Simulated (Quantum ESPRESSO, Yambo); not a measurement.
# Excitons of TiO2 (Anatase): kernels and approximations, part 2 of 3

Aim: the absorption spectrum of TiO2 (Anatase) with electron-hole interaction, and what each part of the kernel does.

Quantum ESPRESSO 7.5 and Yambo 5.3.0; PBE and many-body steps on it, plane waves. Known limits of the many-body steps: not at the basis limit; bindings not settled in the k mesh.

So far. Step 4 (Screening and self-energy, 4×4×4 mesh, 78 bands …): The gap on the mesh goes from 2.19 eV to 3.72 eV, a correction of +1.53 eV. Step 5 (Empty states on the mesh, 4×4×4 mesh, 39 bands): On this mesh the gap is 2.189 eV.

## Step 7: Excitons

Optical absorption needs the electron-hole interaction, solved here in a basis of vertical transitions on the mesh.

This step: Bethe-Salpeter equation on PBE with a scissors shift, plane waves, norm-conserving pseudopotentials.

File bse3.in:

```
optics
bss
bse
em1s
dipoles
rim_cut
RandQpts= 1000000
RandGvec= 1 RL
Chimod= "HARTREE"
BSKmod= "SEX"
BSEmod= "resonant"
BSSmod= "d"
BSENGexx= 20 Ry
BSENGBlk= 4 Ry
% BSEQptR
 1 | 1 |
%
% BSEBands
 19 | 26 |
%
% BEnRange
 0 | 6 | eV
%
% BDmRange
 0.1 | 0.1 | eV
%
BEnSteps= 121
% BLongDir
 1 | 0 | 0 |
%
% BndsRnXs
 9 | 39 |
%
NGsBlkXs= 4 Ry
% LongDrXs
 1 | 1 | 1 |
%
% KfnQP_E
 1.552 | 1.0 | 1.0 |
%
WRbsWF
FFTGvecs= 34 Ry
```

Run with:

```
> OMP_NUM_THREADS=2 mpirun -n 4 yambo -F bse3.in -J bse3 -C bse3 > bse3.log
```

Output:

```text
 Yambo, version 5.3.0

 [02] CORE Variables Setup
 =========================

  [... cell, symmetries and grids as in the set-up ...]

  [02.05] Energies & Occupations
  ==============================

  [X] === General ===
  [X] Electronic Temperature                        :  0.000000  0.000000 [eV K]
  [X] Bosonic    Temperature                        :  0.000000  0.000000 [eV K]
  [X] Finite Temperature mode                       : no
  [X] El. density                                   :  0.70458E+24 [cm-3]
  [X] Fermi Level                                   :  7.297609 [eV]

  [X] === Gaps and Widths ===
  [X] Conduction Band Min                           :  2.188733 [eV]
  [X] Valence Band Max                              :  0.000000 [eV]
  [X] Filled Bands                                  :  24
  [X] Empty Bands                                   :   25   39
  [X] Direct Gap                                    :  2.491718 [eV]
  [X] Direct Gap localized at k                     :   9
  [X] Indirect Gap                                  :  2.188733 [eV]
  [X] Indirect Gap between kpts                     :  3  1
  [X] Last valence band width                       :  0.810350 [eV]
  [X] 1st conduction band width                     :  1.464958 [eV]

 [03] Transferred momenta grid and indexing
 ==========================================

 [BZ sampling] Q-grid is User defined and/or read from the database

 IBZ Q-points                                      :  13
 BZ  Q-points                                      :   64

 K/Q-points units:
 rlu = crystal or reduced units; cc = cartesian coordinates; iku = interal k-units

 Q [ 1]         [rlu]:  0.000000  0.000000  0.000000
 Q [ 2]         [rlu]:  0.55297E-17  0.72474E-16  0.25000
 Q [ 3]         [rlu]: -0.74239E-16 -0.81769E-16 -0.50000
 Q [ 4]         [rlu]:  0.79654E-16  0.25000     -0.51899E-16
 Q [ 5]         [rlu]:  0.22222E-16  0.25000      0.25000
 Q [ 6]         [rlu]:  0.15341E-16 -0.50000     -0.43097E-16
 Q [ 7]         [rlu]:  0.55054E-16 -0.50000      0.25000
 Q [ 8]         [rlu]:  0.250000  0.250000  0.250000
 Q [ 9]         [rlu]:  0.250000  0.250000 -0.250000
 Q [10]         [rlu]:  0.250000  0.500000 -0.500000
 Q [11]         [rlu]:  0.250000 -0.250000  0.250000
 Q [12]         [rlu]:  0.250000  0.750000 -0.500000
 Q [13]         [rlu]:  0.500000  0.500000 -0.500000

  [03.01] X + BSE indexes
  =======================

   [03.01.01] Sigma indexes
   ========================

 [04] Coloumb potential Random Integration (RIM)
 ===============================================

  [04.01] RIM initialization
  ==========================

  * Diagonal components only detected *

  8 x (sBL volume)        :  0.067444 [a.u.]
  sBZ random points       :  1000000
  Points outside the sBZ  :   7996977
  RL volume               :  0.539553 [a.u.]
  Integrated volume       :  0.539757 [a.u.]

  [04.02] RIM integrals
  =====================

  Gamma point sphere radius             :  0.073836 [a.u.]
  Points outside the sphere             :   799394
  [Int_sBZ(q=0) 1/q^2]*(Vol_sBZ)^(-1/3) =:  7.652358
                                 should be <:  7.795600

  Summary of Coulomb integrals for non-metallic bands |Q|[au] RIM/Bare

  Q [1] 0.100000E-4 0.981625 * Q [9] 0.174727 0.937881
  Q [4] 0.236394 1.083228 * Q [2] 0.310643 1.077840
  Q [10] 0.341967 1.012968 * Q [13] 0.349454 0.985458
  Q [7] 0.356411 1.038488 * Q [11] 0.439316 1.030779
  Q [12] 0.467566 1.008593 * Q [6] 0.472788 1.022537
  Q [5] 0.498879 1.024690 * Q [3] 0.621287 1.017090
  Q [8] 0.645389 1.014060

 [05] External/Internal QP corrections
 =====================================

 [QP_apply] Action to be applied: USER defined scissor

  [05.01]  QP corrections report
  ==============================

  [K+QP] === General ===
  [K+QP] Electronic Temperature                     :  0.000000  0.000000 [eV K]
  [K+QP] Bosonic    Temperature                     :  0.000000  0.000000 [eV K]
  [K+QP] Finite Temperature mode                    : no
[...]
3.740733  4.486737  5.616627  5.616627  5.646194  5.646195  6.689830  6.968256
    6.98779   7.97260   9.19867  13.75601  15.11813  17.85390  17.85399
  Eqp @ K [ 2]
  -56.28720 -56.24408 -32.78482 -32.64043 -32.58133 -32.53267 -32.47291 -32.38817
  -17.02208 -16.24954 -16.17150 -15.91576  -4.53424  -4.27401  -4.03917  -3.18641
[...]
8.49808   8.51821  11.06032  14.30714  14.81876  15.35378  17.18202
  Eqp @ K [ 3]
[...]
9.09626   9.09627  13.67492  13.67494  14.28443  14.28443  17.76786
  Eqp @ K [ 4]
[...]
7.88561   8.46448  10.30705  13.68501  14.93403  17.24731  17.45916
  Eqp @ K [ 5]
[...]
8.86447   8.88090  12.93265  13.22858  14.20097  15.85044  16.35839
  Eqp @ K [ 6]
[...]
8.25154   8.59894  12.36051  12.82765  14.57191  15.62926  17.38760
  Eqp @ K [ 7]
[...]
8.62456   8.76241  11.28236  13.57522  15.05032  15.82080  17.14103
  Eqp @ K [ 8]
[...]
9.11665   9.11666  13.83708  13.83709  14.14778  14.14778  17.72922
  Eqp @ K [ 9]
[...]
7.09841   8.08959   9.59854  12.69310  16.64517  18.04799  18.10181
[...]
4.459888  4.985455  5.006297  5.177734  5.395659  6.016085  6.836367  7.581487
    7.64901   8.58956  11.06759  12.53531  15.30823  17.58774  17.90371
  -17.00718 -16.31739 -16.02811 -15.99958  -4.41958  -4.19073  -3.78568  -3.65828
     [... 9 further rows ...]
   4.100730  4.100731  5.409618  5.409619  5.870864  5.870866  6.611664  6.611666
    7.48043   7.48043  11.20305  11.20305  17.62721  17.62723  18.38626

 [06] Dipoles
 ============

  [06.01] Setup: observables and procedures
  =========================================

  [WARNING] [x,Vnl] slows the Dipoles computation. To neglect it rename the ns.kb_pp file

  [WARNING] [r,Vnl^pseudo] included in position and velocity dipoles.

  [WARNING] In case H contains other non local terms, these are neglected

 [07] Static Dielectric Matrix
 =============================

 [WR./bse3//ndb.em1s]------------------------------------------------------------
  Brillouin Zone Q/K grids (IBZ/BZ)                :   13   64   13   64
  RL vectors                                       :  1549 [WF]
  Coulomb cutoff potential                         : none
  Electronic Temperature                           :  0.000000 [K]
  Bosonic    Temperature                           :  0.000000 [K]
  Static diel. fun.  energies                      : Perdew, Burke & Ernzerhof(X)+Perdew, Burke & Ernzerhof(C)
  wavefunctions                                    : Perdew, Burke & Ernzerhof(X)+Perdew, Burke & Ernzerhof(C)
  Global Gauge                                     : length
  X matrix size                                    :   79
  X band range                                     :    9   39
  X e/h energy range                               : -1.000000 -1.000000 [eV]
  X Time ordering                                  : T
  X Hxc Kernel                                     : HARTREE
  X Drude frequency                                :  0.000000  0.000000
  X poles                                          :  100.0000 [o/o]
  RL vectors in the sum                            :  1549
  [r,Vnl] included                                 : yes
  Field direction                                  :  0.577350E-5  0.577350E-5  0.577350E-5
  BZ energy Double Grid                            : no
  BZ energy DbGd points                            : 0
  BZ Q point size factor                           : -1.000000
  X Optical Averaged directions                    : none

 [08] Bethe Salpeter Equation driver
 ===================================

  [08.01] Bethe Salpeter Equation @q1
  ===================================

   [08.01.01] Transition pre-analysis @q1
   ======================================

   [08.01.02] Transition Groups build-up @q1
   =========================================

   [BSK] Transition groups (total):  26
   [BSK] Size (resonant):   768
   [BSK]         (total):   768
   [BSK] N. of matrices :  1

   [08.01.03] Loading Dipoles @q1
   ==============================

   [08.01.04] Independent Particles properties @q1
   ===============================================

   ==========================================================

   [BSE] Exchange components :   713
   [BSE] Correlation components :    79   745

    [08.01.05.01] Screened interaction header I/O
    =============================================

    [08.01.05.02] Main kernel loop
    ==============================

    [08.01.05.03] Wave-Function Phases
    ==================================

    [BSE] WF phases found       :  30.76923 [o/o]

   [08.01.06] BSE solver(s) @q1
   ============================

   [08.01.07] Diago Solver @q1
   ===========================

 [11] Game Over & Game summary
```

Run time: 18 s. Hardware: 4 MPI ranks of Intel Xeon Platinum 8375C at 2.90GHz (Ice Lake), shared host; peak memory 1.2 GiB.

This step gave:

```
transitions in the window                                      : 768
direct gap of the transition levels                            : 4.044 eV
lowest state                                                   : 3.617 eV
first strong exciton (over a fiftieth of the strongest listed) : 3.617 eV
binding of the lowest state below the direct gap               : 0.4267 eV
Coulomb term of one mesh cell                                  : 0.3959 eV
```

The binding is 1.1 times the screened Coulomb term of one mesh cell (0.40 eV), so it is not shown settled.

The lowest state lies at 3.617 eV, 0.427 eV under the direct gap.

Lines within 3 meV are set at the lowest of them, and the highest group, which the list may cut short, is left out. Lines of the exciton spectrum (strongest = 100):

| position (eV) | lines merged | strength, relative |
| --- | --- | --- |
| 3.617 | 2 | 100 |
| 3.656 | 2 | 0.0 |
| 3.844 | 2 | 0.4 |
| 3.852 | 2 | 0.0 |
| 3.861 | 2 | 13 |
| 4.092 | 1 | 0.0 |
| 4.102 | 2 | 0.0 |
| 4.194 | 2 | 0.0 |
| 4.226 | 2 | 6.4 |
| 4.307 | 1 | 0.0 |
| 4.348 | 2 | 0.0 |
| 4.359 | 1 | 0.0 |
| 4.367 | 1 | 0.0 |

The ε₂ has structure finer than the step of the table below, so its rows give means over 0.2 eV, whole bins alone (the curve runs from 0 to 6 eV). Peaks (eV: height): BSE 3.60: 9.09, 4.65: 9.32; no electron-hole interaction 4.15: 5.45, 5.30: 8.17, 5.80: 7.11.

Field along x; broadening 0.1 eV; transition window only. Limits: finite bands, cutoff and mesh; exciton not shown settled in the k mesh. Table of ε₂ by photon energy; means over each step:

| photon energy (eV) | BSE | no electron-hole interaction |
| --- | --- | --- |
| 0.2 | 0.0233 | 0.0171 |
| 0.4 | 0.0257 | 0.0186 |
| 0.6 | 0.0286 | 0.0203 |
| 0.8 | 0.0319 | 0.0223 |
| 1.0 | 0.0359 | 0.0246 |
| 1.2 | 0.0408 | 0.0273 |
| 1.4 | 0.0469 | 0.0305 |
| 1.6 | 0.0544 | 0.0343 |
| 1.8 | 0.0641 | 0.0389 |
| 2.0 | 0.0769 | 0.0445 |
| 2.2 | 0.0944 | 0.0517 |
| 2.4 | 0.120 | 0.0608 |
| 2.6 | 0.158 | 0.0730 |
| 2.8 | 0.223 | 0.0899 |
| 3.0 | 0.349 | 0.115 |
| 3.2 | 0.668 | 0.154 |
| 3.4 | 2.05 | 0.224 |
| 3.6 | 7.29 | 0.381 |
| 3.8 | 3.66 | 0.920 |
| 4.0 | 1.84 | 3.56 |
| 4.2 | 2.56 | 4.44 |
| 4.4 | 5.93 | 1.62 |
| 4.6 | 8.24 | 1.62 |
| 4.8 | 7.31 | 2.85 |
| 5.0 | 5.12 | 4.93 |
| 5.2 | 5.05 | 6.97 |
| 5.4 | 3.20 | 6.87 |
| 5.6 | 1.88 | 6.07 |
| 5.8 | 1.42 | 6.81 |

## Step 8: Triplet (no exchange term)

bse4.in, as its differences from bse3.in of step 7:

```diff
@@ -12,3 +12,3 @@
 BSSmod= "d"
-BSENGexx= 20 Ry
+BSENGexx= 1 RL
 BSENGBlk= 4 Ry
```

Run with:

```
> OMP_NUM_THREADS=2 mpirun -n 4 yambo -F bse4.in -J bse4,bse3_W -C bse4 > bse4.log
```

Output:

```text
 Yambo, version 5.3.0

 [02] CORE Variables Setup
 =========================

  [... cell, symmetries and grids as in the set-up ...]

  [02.05] Energies & Occupations
  ==============================

  [X] === General ===
  [X] Electronic Temperature                        :  0.000000  0.000000 [eV K]
  [X] Bosonic    Temperature                        :  0.000000  0.000000 [eV K]
  [X] Finite Temperature mode                       : no
  [X] El. density                                   :  0.70458E+24 [cm-3]
  [X] Fermi Level                                   :  7.297609 [eV]

  [X] === Gaps and Widths ===
  [X] Conduction Band Min                           :  2.188733 [eV]
  [X] Valence Band Max                              :  0.000000 [eV]
  [X] Filled Bands                                  :  24
  [X] Empty Bands                                   :   25   39
  [X] Direct Gap                                    :  2.491718 [eV]
  [X] Direct Gap localized at k                     :   9
  [X] Indirect Gap                                  :  2.188733 [eV]
  [X] Indirect Gap between kpts                     :  3  1
  [X] Last valence band width                       :  0.810350 [eV]
  [X] 1st conduction band width                     :  1.464958 [eV]

 [03] Transferred momenta grid and indexing
 ==========================================

 IBZ Q-points                                      :  13
 BZ  Q-points                                      :   64

 K/Q-points units:
 rlu = crystal or reduced units; cc = cartesian coordinates; iku = interal k-units

 Q [ 1]         [rlu]:  0.000000  0.000000  0.000000
 Q [ 2]         [rlu]:  0.55297E-17  0.72474E-16  0.25000
 Q [ 3]         [rlu]: -0.74239E-16 -0.81769E-16 -0.50000
[...]
[K+QP] Direct Gap localized at k                  :   9
  [K+QP] Indirect Gap                               :  3.740733 [eV]
  [K+QP] Indirect Gap between kpts                  :  3  1
  [K+QP] Last valence band width                    :  0.810350 [eV]
  [K+QP] 1st conduction band width                  :  1.464958 [eV]

  [coarse-grid] Minimum Bare Gap        [ev]:  2.188733
  [coarse-grid] Minimum Gap Correction  [ev]:  1.552000

  Eqp @ K [ 1]
  -56.29836 -56.23733 -32.79079 -32.55100 -32.55100 -32.47864 -32.47864 -32.39384
  -17.56059 -16.54426 -16.39810 -16.05953  -3.90017  -3.78121  -3.78121  -3.37670
  -2.029256 -2.029256 -1.982471 -0.733028 -0.729526 -0.729525 -0.428736 -0.428736
[...]
6.98779   7.97260   9.19867  13.75601  15.11813  17.85390  17.85399
  Eqp @ K [ 2]
[...]
8.49808   8.51821  11.06032  14.30714  14.81876  15.35378  17.18202
  Eqp @ K [ 3]
[...]
9.09626   9.09627  13.67492  13.67494  14.28443  14.28443  17.76786
[...]
Eqp @ K [ 8]
[...]
Eqp @ K [ 9]
[...]
7.64901   8.58956  11.06759  12.53531  15.30823  17.58774  17.90371
  -17.00718 -16.31739 -16.02811 -15.99958  -4.41958  -4.19073  -3.78568  -3.65828
     [... 9 further rows ...]
   4.100730  4.100731  5.409618  5.409619  5.870864  5.870866  6.611664  6.611666
    7.48043   7.48043  11.20305  11.20305  17.62721  17.62723  18.38626

 [06] Dipoles
 ============

  [06.01] Setup: observables and procedures
  =========================================

  [WARNING] [r,Vnl^pseudo] included in position and velocity dipoles.

  [WARNING] In case H contains other non local terms, these are neglected

 [07] Static Dielectric Matrix
 =============================

    [08.01.05.02] Main kernel loop
    ==============================

    [08.01.05.03] Wave-Function Phases
    ==================================

    [BSE] WF phases found       :  30.76923 [o/o]

   [08.01.06] BSE solver(s) @q1
   ============================

   [08.01.07] Diago Solver @q1
   ===========================

 [11] Game Over & Game summary
```

It took 8.6 s on 4 MPI ranks; peak memory 1.2 GiB; 41 s of CPU time.

The lowest triplet lies at 3.610 eV; without spin-orbit coupling triplets are dark, so no spectrum is read.

## Step 9: Empty states on the mesh, 6×6×6 mesh, 39 bands

This step: Quantum ESPRESSO 7.5; DFT, PBE, plane waves, norm-conserving pseudopotentials.

File pw.in:

```
&control
  calculation = 'nscf'
  prefix = 'x'
  outdir = 'o'
  pseudo_dir = 'pseudo'
/
&system
  ibrav = 0
  nat = 6
  ntyp = 2
  ecutwfc = 76.0
  nbnd = 39
  force_symmorphic = .true.
/
&electrons
  conv_thr = 1e-9
  electron_maxstep = 80
  diago_full_acc = .true.
  diago_thr_init = 5e-6
/
ATOMIC_SPECIES
  Ti 47.867 Ti.upf
  O 15.999 O.upf
CELL_PARAMETERS angstrom
  -1.8921000000 1.8921000000 4.7573000000
  1.8921000000 -1.8921000000 4.7573000000
  1.8921000000 1.8921000000 -4.7573000000
ATOMIC_POSITIONS crystal
  Ti 0.0000000000 0.0000000000 0.0000000000
  Ti 0.7500000000 0.2500000000 0.5000000000
  O 0.2081000000 0.2081000000 0.0000000000
  O 0.9581000000 0.4581000000 0.5000000000
  O 0.5419000000 0.0419000000 0.5000000000
  O 0.7919000000 0.7919000000 0.0000000000
K_POINTS automatic
  6 6 6 0 0 0
```

Run with:

```
> OMP_NUM_THREADS=1 mpirun -n 8 pw.x -nk 4 -in pw.in > pw.out
```

Output:

```text
[banner, memory and clock lines left out]
Program PWSCF v.7.5 starts

     Atomic positions and unit cell read from directory:
     o/x.save/

     Message from routine setup:
     using ibrav=0 with symmetry is DISCOURAGED, use correct ibrav instead

     bravais-lattice index     =            0
     lattice parameter (alat)  =      10.3145  a.u.
     unit-cell volume          =     459.7326 (a.u.)^3
     number of atoms/cell      =            6
     number of atomic types    =            2
     number of electrons       =        48.00
[...]
k = 0.2404 0.2404 0.0000 (  5150 PWs)   bands (ev):

[...]
13.6410  14.0526  15.8690  19.7943  20.9149  21.5924  23.8093

          k = 0.4808 0.4808 0.0000 (  5154 PWs)   bands (ev):

[...]
4.2159   4.2805   4.4067   4.7128   5.2729   6.3849   6.7532   7.2312
    10.4438  10.6977  10.8634  11.1943  11.6899  12.0035  13.4326  14.2914
    14.4142  14.7432  17.8781  19.8602  20.0244  21.2622  22.6917

          k =-0.7212-0.7212 0.0000 (  5150 PWs)   bands (ev):

     [... further k-points ...]

     highest occupied, lowest unoccupied level (ev):     7.2976    9.4863

     XML data file, pseudopotentials, collected wavefunctions
```

Elapsed: 11 s, on 8 MPI ranks; peak memory 0.53 GiB; 85 s of CPU time.

This step gave:

```yaml
gap: 2.189 eV
k_of_the_valence_top: 0, 0, -0.5
k_of_the_conduction_bottom: 0, 0, 0
least_direct_gap: 2.504 eV
k_points_computed: 30
lowest_point_of_the_top_converged_band_above_the_valence_top: 14.92 eV
```

On this mesh the gap is 2.189 eV.

## Step 10: Conversion and set-up

This step: Yambo 5.3.0; conversion and set-up on PBE, plane waves, norm-conserving pseudopotentials.

Run with:

```
> (cd o/x.save; p2y > p2y.log; mv SAVE ../..); yambo > setup.log
```

Output:

```text
 Yambo, version 5.3.0

 [02] CORE Variables Setup
 =========================

  [02.01] Unit cells
  ==================

  Cell kind             :  Unknown
  Atoms in the cell     :  Ti  O
  number of Ti atoms    :  2
  number of O  atoms    :   4

  List of atomic masses
  Mass of Ti    :  47.86700
  Mass of O     :  15.99900

  List of atomic coordinates    : [cc]
  Ti1       :  0.000000  0.000000  0.000000  order 1
  Ti2       :  0.000000  3.575551  4.494997  order 2
  O1       :  0.69697E-16  0.69697E-16   3.7416      order 3
[...]
Q [ 1]         [rlu]:  0.000000  0.000000  0.000000
 Q [ 2]         [rlu]:  0.27941E-16  0.24061E-16  0.16667
 Q [ 3]         [rlu]:  0.48214E-16  0.55790E-16  0.33333
[...]
Q [ 8]         [rlu]: -0.12861E-16  0.33333      0.12861E-16
 Q [ 9]         [rlu]:  0.14895E-16  0.33333      0.16667
 Q [10]         [rlu]:  0.18067E-17 -0.66667      0.33333
     [... 18 further rows ...]
 Q [29]         [rlu]:  0.333333  0.666667 -0.500000
 Q [30]         [rlu]:  0.500000  0.500000 -0.500000

  [03.01] X indexes
  =================

   [03.01.01] Sigma indexes
   ========================

 [06] Game Over & Game summary
```

It took 4 s on 1 MPI rank; peak memory 0.25 GiB.

(Continued in part 3 of 3.)

[Paths, hosts, dates, memory and timing lines, banners, echoed tables and standing remarks are left out of the program output.]

[Logs are printed without paths, hosts, clocks, repeated set-up lines and the standing remarks that a program may print on its own settings, such as how far it seeks lower states.]

[Runs of the session that timed out or met a known fault of the program may be left out.]

[Hosts, paths, dates, database ids (printed as entryN), source tags and the programs' standing remarks are cut or masked in the printed files.]
